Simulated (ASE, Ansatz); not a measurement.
# Structural relaxation of random rock-salt (Ti, Nb, Ta, Hf)C solid solution (64 atoms), part 2 of 2

How does random rock-salt (Ti, Nb, Ta, Hf)C solid solution (64 atoms) relax, and what do bonds, charges and levels look like afterwards?

Ansatz 0.2.0; Kohn-Sham DFT, PBE, PAW (set soft_2), plane waves.

The cell: 11 Nb, 32 C, 3 Ti, 9 Hf and 9 Ta. The host structure and its lattice constant were typed by rule, without a check against the phase diagram. The levels lack spin–orbit coupling.

So far. Step 3 (Relaxation): The relaxation changed the energy by -68.3 meV/atom, and atoms moved by 0.10 Å r.m.s., 0.19 Å at most.

### 5. Single point at the relaxed geometry

One more single point at the end of the walk gives the fuller output and checks the residual forces.

Contents of input.yaml:

```yaml
crystal:
  lattice:
    - [8.99, 0.0, 0.0]
    - [0.0, 8.99, 0.0]
    - [0.0, 0.0, 8.99]
  atoms:
    - { symbol: Nb, position: [0.9961, 0.00999, 0.99421] }
    - { symbol: C, position: [0.24762, 0.99954, 0.99587] }
    - { symbol: Ti, position: [0.00042, 0.25011, 0.25199] }
    - { symbol: C, position: [0.24605, 0.25057, 0.24845] }
    [... 54 atom lines left out ...]
    - { symbol: Nb, position: [0.49908, 0.76091, 0.75339] }
    - { symbol: C, position: [0.75259, 0.74937, 0.74878] }
    - { symbol: Nb, position: [0.75483, 0.49378, 0.74957] }
    - { symbol: C, position: [0.50264, 0.49829, 0.74609] }
    - { symbol: Hf, position: [0.75197, 0.75018, 0.5008] }
    - { symbol: C, position: [0.50004, 0.74962, 0.4991] }
kpoints:
  mp_grid: { grid: [2, 2, 2] }
hamiltonian:
  xc: pbe
scf:
  occupations: { method: fermi_dirac, width: 0.05 }
output:
  forces: true
  stress: true
  populations: true
  dos:
    method: { smearing: { sigma: 0.08 } }
    de: 0.1
    projected: { site_lists: { C: [C], Hf: [Hf], Nb: [Nb], Ta: [Ta], Ti: [Ti] } }
  eigenvalues: true
  write_density: true
  write_potential: true
  volumetric_format: npy
  elf: true
```

Command:

```bash
$ ansatz run input.yaml --threads 32 --pin off --max-ram 143360MiB --backend cuda --events-out ev --progress --plain --runs-dir out
```

Numbers of over 12 decimals in the logs are rounded to 6 here.

What it wrote:

```text
[...]
GPU FFT provider: cuFFT
GPU libraries: cuBLAS 13.8.1, cuFFT 12.4.0, cuSOLVER 12.3.2
[...]
Crystal: 64 atoms, lattice volume = 726.573 Å³
Basis set: ecut = 420 eV, 14147 PW (Γ), exchange–correlation on 128×128×128 points (8 copies of the dense FFT grid, shifted against one another)
Bands: 395, of which v1, the nominal top of the filled ones, is band 329 counted from 1 (328 counted from 0)
Symmetry: 1 space group operations
[...]
k-points: 8
[...]
GPU buffer pool allocated for 262144 grid points (all kernels)
[...]
SCF iter   1: F=—  HF=-296530.256014 eV  |F-HF|=—  |Δ(HF+E_count)|=         —  Δρ=7.50e-3  dr2=1.75e0  ethr=1.77e-3  ⟨swp⟩=4.9  Hψ=11660  notcnv=0  defer=246
[...]
SCF iter  10: F=-296530.069393 eV  HF=-296530.069393 eV  |F-HF|=5.45e-8  |Δ(HF+E_count)|=   1.30e-8  Δρ=1.38e-6  dr2=5.71e-8  ethr=1.52e-11  ⟨swp⟩=15.8  Hψ=31686  notcnv=0
SCF 1 converged in 10 iterations: F = -296530.069393 eV  dr2 = 5.71e-8
[...]
SCF converged after 10 iterations
Free energy (F): -296530.069393 eV
[...]
Internal energy: -296529.872262 eV  (E = F + TS)
E sigma→0 (E₀):  -296529.970827 eV
Entropy (-TS):   -0.197131 eV (-3.080 meV/atom)
Fermi energy:    19.470022 eV
[...]
--- Forces (eV/Å), atoms counted from 1 ---
[... 64 lines of forces left out ...]
  max |Σ_I F_I| component: 6.73e-5 eV/Å
--- Stress (GPa, compression-positive) ---
        4.833515       0.076739       0.107695
        0.076739       4.773058       0.259029
        0.107695       0.259029       4.977078
  P = ⅓ Tr σ = 4.8612 GPa (48.612 kbar)
--- Band table (eV; the first three rows and the last of 8) ---
--- Löwdin populations: 64 sites ---
  site symbol       q [e]
[... 64 lines, one an atom, left out ...]
  spilling = 0.002267 (of n_electrons = 658.000000)
```

Run time: 2.7 s. Hardware: 1 × NVIDIA GB200 with 32 threads of Arm Neoverse V2, shared host; peak memory 2.3 GiB; 12 s of CPU time.

That memory is the host's; the program planned up to 24 GiB on the GPU.

Numbers from this run:

| Quantity | Value |
| --- | --- |
| free energy | -296530.0694 eV |
| free energy per atom | -4633.2823 eV/atom |
| SCF cycles | 10 |
| pressure | 4.861 GPa |
| r.m.s. force component | 0.00723 eV/Å |
| longest force | 0.02947 eV/Å |
| Fermi energy | 19.47 eV |
| levels partly filled by over 2 per cent | 39 |
| spilling of the projection | 0.002267 |

Löwdin charges by element (they lack the spilled electrons, 0.023 e an atom on average):

```csv
element,coordination,atoms,mean charge (e),spread,least,most
C,all,32,-0.718,0.033,-0.782,-0.643
Hf,all,9,0.682,0.0132,0.663,0.704
Nb,all,11,0.656,0.0314,0.618,0.709
Ta,all,9,0.944,0.0369,0.887,1.00
Ti,all,3,0.87,0.0115,0.856,0.884
```

Charge against the make-up of the first shell:

```csv
Nb neighbours of C,atoms,mean charge (e)
1,9,-0.752
2,13,-0.72
3,9,-0.69
4,1,-0.643
```

States in the cell by windows of 1 eV, zero at the Fermi level; some projections on atomic orbitals stand beside the total:

| from (eV) | to (eV) | total | C p | Hf d | C s | Hf f |
| --- | --- | --- | --- | --- | --- | --- |
| -18 | -14 | 0.0 | 0.0 | 0.0 | 0.0 | 0.0 |
| -14 | -13 | 1.2 | 0.0 | 0.0 | 0.5 | 0.0 |
| -13 | -12 | 6.0 | 0.2 | 0.1 | 2.6 | 0.1 |
| -12 | -11 | 147.9 | 0.7 | 1.7 | 13.3 | 122.7 |
| -11 | -10 | 31.9 | 0.5 | 2.7 | 18.0 | 2.6 |
| -10 | -9 | 2.9 | 0.0 | 0.1 | 2.1 | 0.2 |
| -9 | -8 | 0.0 | 0.0 | 0.0 | 0.0 | 0.0 |
| -8 | -7 | 1.3 | 0.6 | 0.1 | 0.0 | 0.0 |
| -7 | -6 | 14.2 | 6.3 | 1.2 | 0.5 | 0.0 |
| -6 | -5 | 28.9 | 14.3 | 2.2 | 0.8 | 0.0 |
| -5 | -4 | 51.8 | 26.4 | 4.0 | 0.8 | 0.0 |
| -4 | -3 | 64.0 | 31.0 | 7.8 | 0.7 | 0.1 |
| -3 | -2 | 24.3 | 12.6 | 3.8 | 0.3 | 0.0 |
| -2 | -1 | 11.2 | 6.4 | 1.0 | 0.0 | 0.0 |
| -1 | 0 | 15.6 | 5.7 | 1.0 | 0.2 | 0.0 |
| 0 | 1 | 20.8 | 5.9 | 2.7 | 0.4 | 0.0 |
| 1 | 2 | 33.3 | 6.2 | 3.0 | 0.4 | 0.0 |

The curve was stored every 0.100 eV, coarse against its broadening of 0.08 eV, so these counts are rough.

The stored curve holds about 401 of the 658 electrons; the rest, give or take the few that broadening carries across the Fermi level, lie in deeper levels below its range.

Not all projections were asked for or kept, so they needn't add up to the total.

The levels nearest the highest filled one (over half full), pooled over k-points and spins:

```csv
level less the highest filled one (eV),occupation
-0.0651,1.60
-0.0492,1.49
-0.0419,1.43
-0.0352,1.37
-0.0186,1.22
0,1.04
0.0495,0.572
0.0598,0.491
0.0697,0.422
0.0814,0.349
0.0884,0.311
0.0907,0.299
```

Mean Löwdin charges: C -0.72, Hf +0.68, Nb +0.66, Ta +0.94, Ti +0.87 e. The charge on C changes by +0.032 e for each Nb neighbour that takes the place of another kind, on average.

The surroundings of Ti3, one of the 3 Ti atoms, nearest first, numbered as they follow in the input and with coordinates relative to it.

| atom | x | y | z | distance (Å) | bonds | Löwdin charge (e) |
| --- | --- | --- | --- | --- | --- | --- |
| Ti3 | 0.00 | 0.00 | 0.00 | 0.00 | 6 | 0.86 |
| C4 | 2.21 | 0.00 | -0.03 | 2.21 | 6 | -0.70 |
| C16 | -0.02 | -0.06 | 2.21 | 2.21 | 6 | -0.70 |
| C36 | -2.23 | -0.01 | 0.00 | 2.23 | 6 | -0.73 |
| C22 | 0.01 | 2.23 | -0.06 | 2.23 | 6 | -0.69 |
| C6 | -0.01 | -2.25 | -0.02 | 2.25 | 6 | -0.72 |
| C8 | 0.01 | 0.04 | -2.27 | 2.27 | 6 | -0.70 |
| Nb15 | 2.13 | 0.03 | 2.17 | 3.04 | 6 | 0.63 |
| Ta7 | 2.14 | 0.02 | -2.22 | 3.09 | 6 | 0.92 |
| Nb25 | 0.00 | 2.17 | 2.22 | 3.10 | 6 | 0.62 |

The column of bonds counts only the pairs C-Nb within 2.77 Å, C-Hf within 2.68 Å, C-Ta within 2.68 Å, C-Ti within 2.68 Å; other neighbours, such as metal atoms beside each other in a compound, aren't counted, and periodic images can show an atom twice.

### 6. A repeat

The input is that of the reference in all keys that bear on the result, so the run is a repeat.

input.yaml, the sections that differ from step 5:

```yaml
crystal:
  lattice:
    - [8.99, 0.0, 0.0]
    - [0.0, 8.99, 0.0]
    - [0.0, 0.0, 8.99]
  atoms:
    [... the 64 atom lines of step 2 ...]
output:
  forces: true
  stress: true
  populations: true
  dos:
    method: { smearing: { sigma: 0.15 } }
    de: 0.1
    projected: { site_lists: { C: [C], Hf: [Hf], Nb: [Nb], Ta: [Ta], Ti: [Ti] } }
  eigenvalues: true
# kpoints, hamiltonian, scf: as in step 5
```

What it wrote:

```text
[...]
GPU FFT provider: cuFFT
GPU libraries: cuBLAS 13.8.1, cuFFT 12.4.0, cuSOLVER 12.3.2
[...]
Crystal: 64 atoms, lattice volume = 726.573 Å³
Basis set: ecut = 420 eV, 14147 PW (Γ), exchange–correlation on 128×128×128 points (8 copies of the dense FFT grid, shifted against one another)
Bands: 395, of which v1, the nominal top of the filled ones, is band 329 counted from 1 (328 counted from 0)
Symmetry: 1 space group operations
[...]
k-points: 8
[...]
GPU buffer pool allocated for 262144 grid points (all kernels)
[...]
SCF iter   1: F=—  HF=-296525.775694 eV  |F-HF|=—  |Δ(HF+E_count)|=         —  Δρ=5.40e-3  dr2=7.87e-1  ethr=1.77e-3
[...]
SCF iter   9: F=-296525.695158 eV  HF=-296525.695158 eV  |F-HF|=4.49e-8  |Δ(HF+E_count)|=   9.71e-7  Δρ=2.05e-6  dr2=6.53e-8  ethr=1.52e-11
SCF 1 converged in 9 iterations: F = -296525.695158 eV  dr2 = 6.53e-8
[...]
SCF converged after 9 iterations
Free energy (F): -296525.695158 eV
[...]
Internal energy: -296525.335661 eV  (E = F + TS)
E sigma→0 (E₀):  -296525.515409 eV
Entropy (-TS):   -0.359497 eV (-5.617 meV/atom)
Fermi energy:    19.459410 eV
[...]
--- Forces (eV/Å), atoms counted from 1 ---
[... 64 lines of forces left out ...]
  max |Σ_I F_I| component: 7.70e-5 eV/Å
--- Stress (GPa, compression-positive) ---
        5.940425      -0.039299      -0.042294
       -0.039299       7.291956      -0.005924
       -0.042294      -0.005924       6.239608
  P = ⅓ Tr σ = 6.4907 GPa (64.907 kbar)
--- Band table (eV; the first three rows and the last of 8) ---
--- Löwdin populations: 64 sites ---
  site symbol       q [e]
[... 64 lines, one an atom, left out ...]
  spilling = 0.002285 (of n_electrons = 658.000000)
```

Elapsed: 3.4 s, on 1 × NVIDIA GB200 with 32 threads; peak memory 2.4 GiB; 12 s of CPU time.

That memory is the host's; the program planned up to 24 GiB on the GPU.

Forces differ from those of the single point at the start by 0 meV/Å r.m.s., 0 % of their size.

### 7. What came out

| Quantity | Value |
| --- | --- |
| energy change in the relaxation | -68.35 meV/atom |
| r.m.s. displacement | 0.105 Å |
| largest displacement | 0.191 Å |
| free energy per atom | -4633.2823 eV/atom |
| density | 10.94 g/cm³ |
| pressure | 4.861 GPa |
| r.m.s. force component | 0.00723 eV/Å |
| wall time of the 4 DFT runs | 20 s |

**Reading.** Relaxation lowers the energy by 68.3 meV/atom and moves atoms by 0.10 Å r.m.s.; the r.m.s. force component goes from 0.86 to 0.0072 eV/Å, the pressure goes from 6.5 to 4.9 GPa. By the final cutoffs no bond was broken or made. The r.m.s. move is of the size of the random displacements put into the start (0.087 Å r.m.s. in three dimensions). From the first step to the last the energy fell by 4.374 eV, and the largest move was 0.19 Å (Nb1). The C-Ta bonds go from 2.255 Å (spread 0.075) to 2.234 Å (spread 0.043). Counting bonds as in the table, all C atoms have 6, all Hf atoms have 6, all Nb atoms have 6 and all Ta atoms have 6 bonded neighbours. 39 levels are partly filled, by over 2 % (on the run's k-points): no clear gap opens at this level.

Caveats: The pressure of 4.9 GPa shows the cell to be compressed for this functional.

[Logs are printed without paths, hosts, clocks, repeated set-up lines and the standing remarks that a program may print on its own settings, such as how far it seeks lower states.]

[Hosts, paths, dates, database ids (printed as entryN), source tags and the programs' standing remarks are cut or masked in the printed files.]
